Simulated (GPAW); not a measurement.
# Optical response of TaV, part 2 of 2

Aim: the dielectric function of TaV, and the optical constants that follow from it.

GPAW 26.7.0; DFT, LDA, plane-wave PAW (GPAW data sets), scalar-relativistic, RPA, optical limit.

So far. Step 2 (Ground state): There are states at the Fermi level within the smearing, so the occupations stay smeared and the carriers get a Drude term.

### Step 4. Dielectric function, RPA

Transitions between filled and empty bands, summed over the zone, give the optical response, so mesh, band count and broadening shape it.

The induced potential is part of this response.

This step: DFT, LDA, plane-wave PAW (GPAW data sets), scalar-relativistic, RPA, optical limit (GPAW 26.7.0).

Input file df.py:

```python
from gpaw.response.df import DielectricFunction

df = DielectricFunction('full.gpw', frequencies={'type': 'nonlinear', 'domega0': 0.03, 'omega2': 8},
                        ecut=50,
                        eta=0.2,
                        nbands=31,
                        rate=0.2,
                        txt='df.txt')
for direction in ['x', 'y', 'z']:
    df.get_dielectric_function(xc='RPA', direction=direction, filename=f'df_{direction}.csv')
```

Started as:

```sh
OMP_NUM_THREADS=1 python df.py
```

What it wrote:

```text
Using integrator: PointIntegrator
NonLinearFrequencyDescriptor(from 0.000 to 97.120 eV, 538 points)
Nonperiodic BCs:  [False False False]
Using integrator: PointIntegrator
NonLinearFrequencyDescriptor(from 0.000 to 97.120 eV, 538 points)
Nonperiodic BCs:  [False False False]
Using integrator: PointIntegrator

Calculating chi0 body with:
    Ground state adapter containing:
    Number of spins: 2
    Number of kpoints: 2560
    Number of irreducible kpoints: 438
    Number of completely occupied states: 10
    Number of partially occupied states: 15

    Linear response parametrization:
    q_c: [0.0, 0.0, 0.0]
    Number of frequency points: 538
    Planewave cutoff: 50.0
    Number of bands: 31
    Number of planewaves: 23
    Broadening (eta): 0.2

Integrating chi0 body.

Symmetries of q_c:
    Direct symmetries (Uq -> q): 8
    Indirect symmetries (TUq -> q): 0
In total 8 allowed symmetries.

438 groups of equivalent kpoints. 82.890625% reduction.

Integral kind: spectral function

Calculating chi0 optical extensions with:
    Ground state adapter containing:
    Number of spins: 2
    Number of kpoints: 2560
    Number of irreducible kpoints: 438
    Number of completely occupied states: 10
    Number of partially occupied states: 15

    Linear response parametrization:
    Number of frequency points: 538
    Planewave cutoff: 50.0
    Number of bands: 31
    Number of planewaves: 23
    Broadening (eta): 0.2
Integrating chi0 head and wings.

Symmetries of q_c:
    Direct symmetries (Uq -> q): 8
    Indirect symmetries (TUq -> q): 0
In total 8 allowed symmetries.

438 groups of equivalent kpoints. 82.890625% reduction.

Integral kind: spectral function wings

Calculating drude chi0 with:
    Number of frequency points:538
    Plasma frequency decay rate: 0.2 eV

    Ground state adapter containing:
    Number of spins: 2
    Number of kpoints: 2560
    Number of irreducible kpoints: 438
    Number of completely occupied states: 10
    Number of partially occupied states: 15

Symmetries of q_c:
    Direct symmetries (Uq -> q): 8
    Indirect symmetries (TUq -> q): 0
In total 8 allowed symmetries.

438 groups of equivalent kpoints. 82.890625% reduction.

Integral kind: intraband
Plasma frequency:
[[6.98-0.j 0.  +0.j 0.  +0.j]
 [0.  +0.j 6.97-0.j 0.  +0.j]
 [0.  +0.j 0.  +0.j 6.48-0.j]]
```

Run time: 59 s. Hardware: 1 thread of Arm Neoverse V2, shared host; peak memory 0.31 GiB.

Numbers from this step:

```
centre of weight of the strongest loss peak in the window : 20.92 eV
```

Some rows of df_x.csv (energy; Re and Im without local fields; Re and Im with them):

```text
0.000000, 1351.585829, -0.000000, 1350.394912, -0.000000
0.555532, -99.875304, 124.166079, -99.819132, 123.896978
1.143969, -22.191626, 28.886975, -22.190487, 28.715650
1.768324, -2.136316, 19.512506, -2.092590, 19.321998
2.431988, 0.712312, 17.678764, 0.921737, 17.635930
3.138794, -0.526547, 15.705294, -0.426674, 15.876448
3.893091, -0.314124, 16.819982, -0.444306, 16.969501
4.699832, -6.782677, 11.227330, -6.801225, 11.193658
5.564682, -5.235486, 7.588455, -5.246328, 7.615653
6.494155, -4.158744, 4.425760, -4.195889, 4.467701
7.495775, -2.221387, 3.019998, -2.271490, 3.042099
8.578281, -1.324066, 3.461111, -1.370528, 3.496442
9.751884, -1.036982, 2.742877, -1.073042, 2.782260
11.028587, -1.374170, 2.253552, -1.445339, 2.292132
12.422601, -0.869938, 1.617775, -0.943658, 1.657581
13.950874, -0.398030, 1.280480, -0.541973, 1.303206
15.633783, -0.566728, 1.264521, -0.646506, 1.212177
17.496047, -0.396579, 0.692675, -0.450906, 0.677282
19.567954, -0.016425, 0.367856, -0.090940, 0.371440
21.887015, 0.267184, 0.255394, 0.166208, 0.245306
```

The Im ε has structure finer than the step of the table below, so its rows give means over 1 eV, whole bins alone (the curve runs from 0.619 to 23.7 eV). Peaks (eV: height): E ∥ y 4.4: 17.2; E ∥ z 3.5: 19.8.

Sum at mesh points, not converged in k. Im ε against photon energy; means over each step:

| photon energy (eV) | E ∥ x | E ∥ y | E ∥ z |
| --- | --- | --- | --- |
| 2 | 18.6 | 16.1 | 18.5 |
| 3 | 16.5 | 12.7 | 17.3 |
| 4 | 16.0 | 14.3 | 17.5 |
| 5 | 9.69 | 12.7 | 10.7 |
| 6 | 6.07 | 5.85 | 5.23 |
| 7 | 3.60 | 3.72 | 3.41 |
| 8 | 3.12 | 3.32 | 3.12 |
| 9 | 3.06 | 2.22 | 2.22 |
| 10 | 2.73 | 2.76 | 2.47 |
| 11 | 2.35 | 2.80 | 2.07 |
| 12 | 1.76 | 1.94 | 1.86 |
| 13 | 1.51 | 1.57 | 1.50 |
| 14 | 1.36 | 1.37 | 1.31 |
| 15 | 1.38 | 1.33 | 1.37 |
| 16 | 1.08 | 1.15 | 1.11 |
| 17 | 0.768 | 0.927 | 0.751 |
| 18 | 0.586 | 0.595 | 0.547 |
| 19 | 0.435 | 0.369 | 0.418 |
| 20 | 0.360 | 0.335 | 0.380 |
| 21 | 0.300 | 0.303 | 0.341 |
| 22 | 0.237 | 0.242 | 0.277 |
| 23 | 0.176 | 0.183 | 0.238 |

Values under 1 per cm are given as 1; sum at mesh points, not converged in k. The absorption coefficient by photon energy:

| photon energy (eV) | E ∥ x (1/cm) | E ∥ y (1/cm) | E ∥ z (1/cm) |
| --- | --- | --- | --- |
| 1.010 | 6.4e5 | 6.0e5 | 5.9e5 |
| 1.486 | 5.8e5 | 5.6e5 | 5.6e5 |
| 1.985 | 6.4e5 | 6.0e5 | 6.3e5 |
| 2.508 | 7.4e5 | 6.6e5 | 6.7e5 |
| 3.018 | 8.9e5 | 7.4e5 | 8.1e5 |
| 3.510 | 9.7e5 | 7.8e5 | 1.1e6 |
| 3.980 | 1.2e6 | 9.3e5 | 1.3e6 |
| 4.516 | 1.5e6 | 1.4e6 | 1.5e6 |
| 4.981 | 1.4e6 | 1.6e6 | 1.6e6 |
| 5.515 | 1.5e6 | 1.6e6 | 1.6e6 |
| 6.021 | 1.5e6 | 1.5e6 | 1.5e6 |
| 6.494 | 1.5e6 | 1.4e6 | 1.5e6 |
| 6.985 | 1.4e6 | 1.4e6 | 1.4e6 |
| 7.496 | 1.3e6 | 1.3e6 | 1.3e6 |
| 8.026 | 1.2e6 | 1.5e6 | 1.4e6 |
| 8.516 | 1.4e6 | 1.4e6 | 1.4e6 |
| 9.023 | 1.5e6 | 1.2e6 | 1.3e6 |
| 9.483 | 1.4e6 | 1.1e6 | 1.2e6 |
| 10.026 | 1.5e6 | 1.3e6 | 1.4e6 |
| 10.519 | 1.5e6 | 1.5e6 | 1.4e6 |
| 11.029 | 1.6e6 | 1.6e6 | 1.4e6 |
| 11.479 | 1.6e6 | 1.7e6 | 1.4e6 |
| 12.023 | 1.5e6 | 1.5e6 | 1.5e6 |
| 12.504 | 1.5e6 | 1.5e6 | 1.5e6 |
| 13.000 | 1.5e6 | 1.5e6 | 1.5e6 |
| 13.512 | 1.4e6 | 1.5e6 | 1.4e6 |
| 14.040 | 1.4e6 | 1.4e6 | 1.4e6 |
| 14.493 | 1.5e6 | 1.4e6 | 1.3e6 |
| 14.960 | 1.6e6 | 1.5e6 | 1.5e6 |
| 15.536 | 1.6e6 | 1.5e6 | 1.6e6 |
| 16.031 | 1.6e6 | 1.5e6 | 1.6e6 |
| 16.541 | 1.5e6 | 1.5e6 | 1.5e6 |
| 16.959 | 1.4e6 | 1.5e6 | 1.4e6 |
| 17.496 | 1.4e6 | 1.5e6 | 1.4e6 |
| 18.049 | 1.3e6 | 1.4e6 | 1.2e6 |
| 18.504 | 1.2e6 | 1.3e6 | 1.1e6 |
| 18.969 | 1.1e6 | 1.1e6 | 9.8e5 |
| 19.447 | 1.0e6 | 9.1e5 | 9.0e5 |
| 20.061 | 8.5e5 | 7.8e5 | 8.0e5 |
| 20.438 | 8.6e5 | 7.8e5 | 8.1e5 |
| 20.953 | 7.6e5 | 7.3e5 | 7.5e5 |
| 21.482 | 6.2e5 | 6.1e5 | 6.4e5 |
| 22.024 | 5.4e5 | 5.3e5 | 5.6e5 |
| 22.440 | 4.8e5 | 4.8e5 | 5.4e5 |
| 23.009 | 3.8e5 | 3.8e5 | 4.8e5 |
| 23.446 | 3.1e5 | 3.2e5 | 4.3e5 |

Sum at mesh points, not converged in k. Table of reflectivity at normal incidence by photon energy; read off at these points:

| photon energy (eV) | E ∥ x (%) | E ∥ y (%) | E ∥ z (%) |
| --- | --- | --- | --- |
| 1.0 | 79.3 | 78.4 | 76.5 |
| 2.0 | 53.9 | 51.9 | 53.2 |
| 3.0 | 51.1 | 44.6 | 47.9 |
| 4.0 | 53.4 | 44.1 | 55.6 |
| 4.7 | 59.8 | 55.3 | 59.8 |
| 5.0 | 57.2 | 58.1 | 60.9 |
| 5.4 | 55.8 | 60.6 | 63.7 |
| 5.5 | 56.4 | 60.6 | 63.4 |
| 6.0 | 56.8 | 58.3 | 61.2 |
| 7.0 | 53.9 | 50.9 | 54.6 |
| 8.0 | 37.3 | 43.8 | 44.4 |
| 9.0 | 41.4 | 35.9 | 42.5 |
| 10.0 | 35.1 | 26.2 | 32.3 |
| 11.0 | 39.9 | 36.1 | 36.7 |
| 12.0 | 35.8 | 36.9 | 31.2 |
| 13.0 | 34.7 | 33.8 | 33.2 |
| 14.0 | 28.7 | 28.5 | 30.5 |
| 15.0 | 29.9 | 28.4 | 26.3 |
| 16.0 | 34.8 | 28.7 | 34.0 |
| 16.3 | 37.7 | 31.0 | 36.3 |
| 17.0 | 34.6 | 33.1 | 35.1 |
| 18.0 | 34.3 | 41.2 | 35.2 |
| 18.4 | 34.5 | 41.6 | 32.5 |
| 19.0 | 31.8 | 35.4 | 27.0 |
| 20.0 | 23.6 | 22.3 | 18.1 |
| 21.0 | 20.6 | 18.5 | 16.8 |
| 22.0 | 14.3 | 12.8 | 11.3 |
| 23.0 | 9.76 | 9.11 | 8.74 |

Sum at mesh points, not converged in k. Table of loss function −Im 1/ε at q → 0 by energy loss; read off at these points:

| energy loss (eV) | E ∥ x | E ∥ y | E ∥ z |
| --- | --- | --- | --- |
| 1.0 | 0.0156 | 0.0176 | 0.0188 |
| 2.0 | 0.0523 | 0.0600 | 0.0534 |
| 3.0 | 0.0599 | 0.0783 | 0.0560 |
| 4.0 | 0.0571 | 0.0660 | 0.0543 |
| 5.0 | 0.0794 | 0.0637 | 0.0640 |
| 6.0 | 0.101 | 0.0976 | 0.0942 |
| 7.0 | 0.150 | 0.165 | 0.154 |
| 8.0 | 0.275 | 0.202 | 0.211 |
| 9.0 | 0.248 | 0.371 | 0.301 |
| 10.0 | 0.305 | 0.344 | 0.336 |
| 11.0 | 0.309 | 0.300 | 0.381 |
| 12.0 | 0.440 | 0.402 | 0.446 |
| 13.0 | 0.500 | 0.488 | 0.534 |
| 14.0 | 0.663 | 0.642 | 0.654 |
| 15.0 | 0.602 | 0.634 | 0.648 |
| 16.0 | 0.642 | 0.733 | 0.657 |
| 17.0 | 0.954 | 0.808 | 0.962 |
| 18.0 | 1.26 | 1.01 | 1.38 |
| 19.0 | 1.94 | 2.17 | 2.29 |
| 20.0 | 2.82 | 3.04 | 2.54 |
| 21.0 | 3.18 | 3.02 | 2.68 |
| 21.2 | 3.28 | 3.01 | 2.67 |
| 22.0 | 2.71 | 2.43 | 2.15 |
| 23.0 | 1.72 | 1.61 | 1.69 |

Sum at mesh points, not converged in k. Table of Im ε, E ∥ x by photon energy; read off at these points:

| photon energy (eV) | without local fields | with local fields |
| --- | --- | --- |
| 1 | 35.6 | 35.5 |
| 2 | 19.2 | 19.1 |
| 3 | 16.5 | 16.7 |
| 4 | 17.2 | 17.3 |
| 5 | 9.15 | 9.15 |
| 6 | 6.00 | 6.03 |
| 7 | 3.52 | 3.56 |
| 8 | 2.98 | 3.00 |
| 9 | 2.99 | 3.01 |
| 10 | 2.76 | 2.80 |
| 11 | 2.29 | 2.33 |
| 12 | 1.67 | 1.71 |
| 13 | 1.46 | 1.52 |
| 14 | 1.28 | 1.30 |
| 15 | 1.46 | 1.41 |
| 16 | 1.18 | 1.13 |
| 17 | 0.785 | 0.759 |
| 18 | 0.603 | 0.591 |
| 19 | 0.436 | 0.438 |
| 20 | 0.348 | 0.354 |
| 21 | 0.303 | 0.302 |
| 22 | 0.250 | 0.238 |
| 23 | 0.193 | 0.178 |

At chosen wavelengths:

| wavelength (nm) | n x | k x | R (%) x | 1/α x | n y | k y | R (%) y | 1/α y |
| --- | --- | --- | --- | --- | --- | --- | --- | --- |
| 1064 | 2.64 | 5.298 | 74.5 | 16 nm | 2.46 | 4.935 | 72.9 | 17 nm |
| 633 | 3.01 | 3.190 | 54.1 | 16 nm | 2.80 | 2.987 | 52.1 | 17 nm |
| 532 | 3.01 | 2.899 | 50.8 | 15 nm | 2.67 | 2.759 | 49.3 | 15 nm |
| 405 | 2.82 | 2.893 | 50.9 | 11 nm | 2.61 | 2.376 | 44.1 | 14 nm |
| 365 | 2.76 | 2.759 | 49.2 | 11 nm | 2.68 | 2.229 | 42.1 | 13 nm |
| 248 | 1.60 | 2.860 | 57.2 | 6.9 nm | 2.01 | 3.182 | 58.1 | 6.2 nm |
| 193 | 1.00 | 2.321 | 57.3 | 6.6 nm | 0.99 | 2.246 | 56.1 | 6.8 nm |

A polished face would reflect 51 % of daylight and look light grey (CIE x = 0.321, y = 0.335 under D65).

### Step 5. Results

```
centre of weight of the strongest loss peak in the window, first axis : 20.9 eV
```

At this level (LDA, RPA) TaV is a metal. The mesh is too coarse to trust the carriers' weight, the reflectivity or the colour to better than tens of per cent. A polished face would reflect 51 % of daylight and look light grey (CIE x = 0.321, y = 0.335 under D65). The carriers' damping of 0.2 eV is typed, not computed; it shapes the response at the lowest energies. Spin-orbit coupling is left out although heavy atoms are present. The magnetic state comes from one start and need not be the lowest. The curves end at 24 eV, about where the summed bands run out. In this version of GPAW the matrix elements of the optical limit are incomplete, which can lower ε − 1 by up to a tenth where first-row anions or d states rule, and shift it by more in d metals. GPAW's carrier term has the form −ωp²/(ω + i·rate)², which damps like twice the rate and fails at low energy, so the curves leave the lowest energies out. The sum runs over mesh points 0.15 Å⁻¹ apart with no interpolation, so peaks are partly noise of the mesh, and the Drude plasma energy, a sum over the Fermi surface, isn't converged. Besides steps told in other documents, this task had 1 step that the program refused or didn't finish; those not told in a step above aren't shown.

[Machine, clock and banner lines and Python warnings are left out of the logs.]

[Logs are printed without paths, hosts, clocks, repeated set-up lines and the standing remarks that a program may print on its own settings, such as how far it seeks lower states.]

[Hosts, paths, dates, database ids (printed as entryN), source tags and the programs' standing remarks are cut or masked in the printed files.]
